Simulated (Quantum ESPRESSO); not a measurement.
# Carrying a functional's shift from two faces of Au to a third

Method. Quantum ESPRESSO 7.5 (pw.x, pp.x), PseudoDojo norm-conserving files, cold smearing of 0.02 Ry; slabs at the tabulated lattice constant, relaxed under PBE by pw.x; both functionals on the same atoms. Work functions in eV.

```
 face  area an atom (Å²)    PBE    PBEsol
(111)               7.21  5.320     5.462
(100)               8.32  5.037     5.174
(110)              11.77  4.944  withheld
```

**Question.** What does PBEsol give for (110)?

**Fit.** The shifts from PBE are 5.462 − 5.320 = +0.142 eV and 5.174 − 5.037 = +0.137 eV, +0.139 eV in the mean. A rigid shift gives 4.944 + (+0.139) = 5.083 eV.

**Check.** 5.066 eV; the estimate misses by +0.018 eV. The shift is rigid within 0.03 eV, so differences between faces carry over. The measured value for this face is 5.16 eV (“Anisotropic work function of elemental crystals” (2019, arxiv:1902.07811)), on a surface that reconstructs.

**Limits.** Thin, unreconstructed slabs; thickness and mesh leave some 0.05 to 0.1 eV open, which largely cancels in the shift.

[Logs are printed without paths, hosts, clocks, repeated set-up lines and the standing remarks that a program may print on its own settings, such as how far it seeks lower states.]
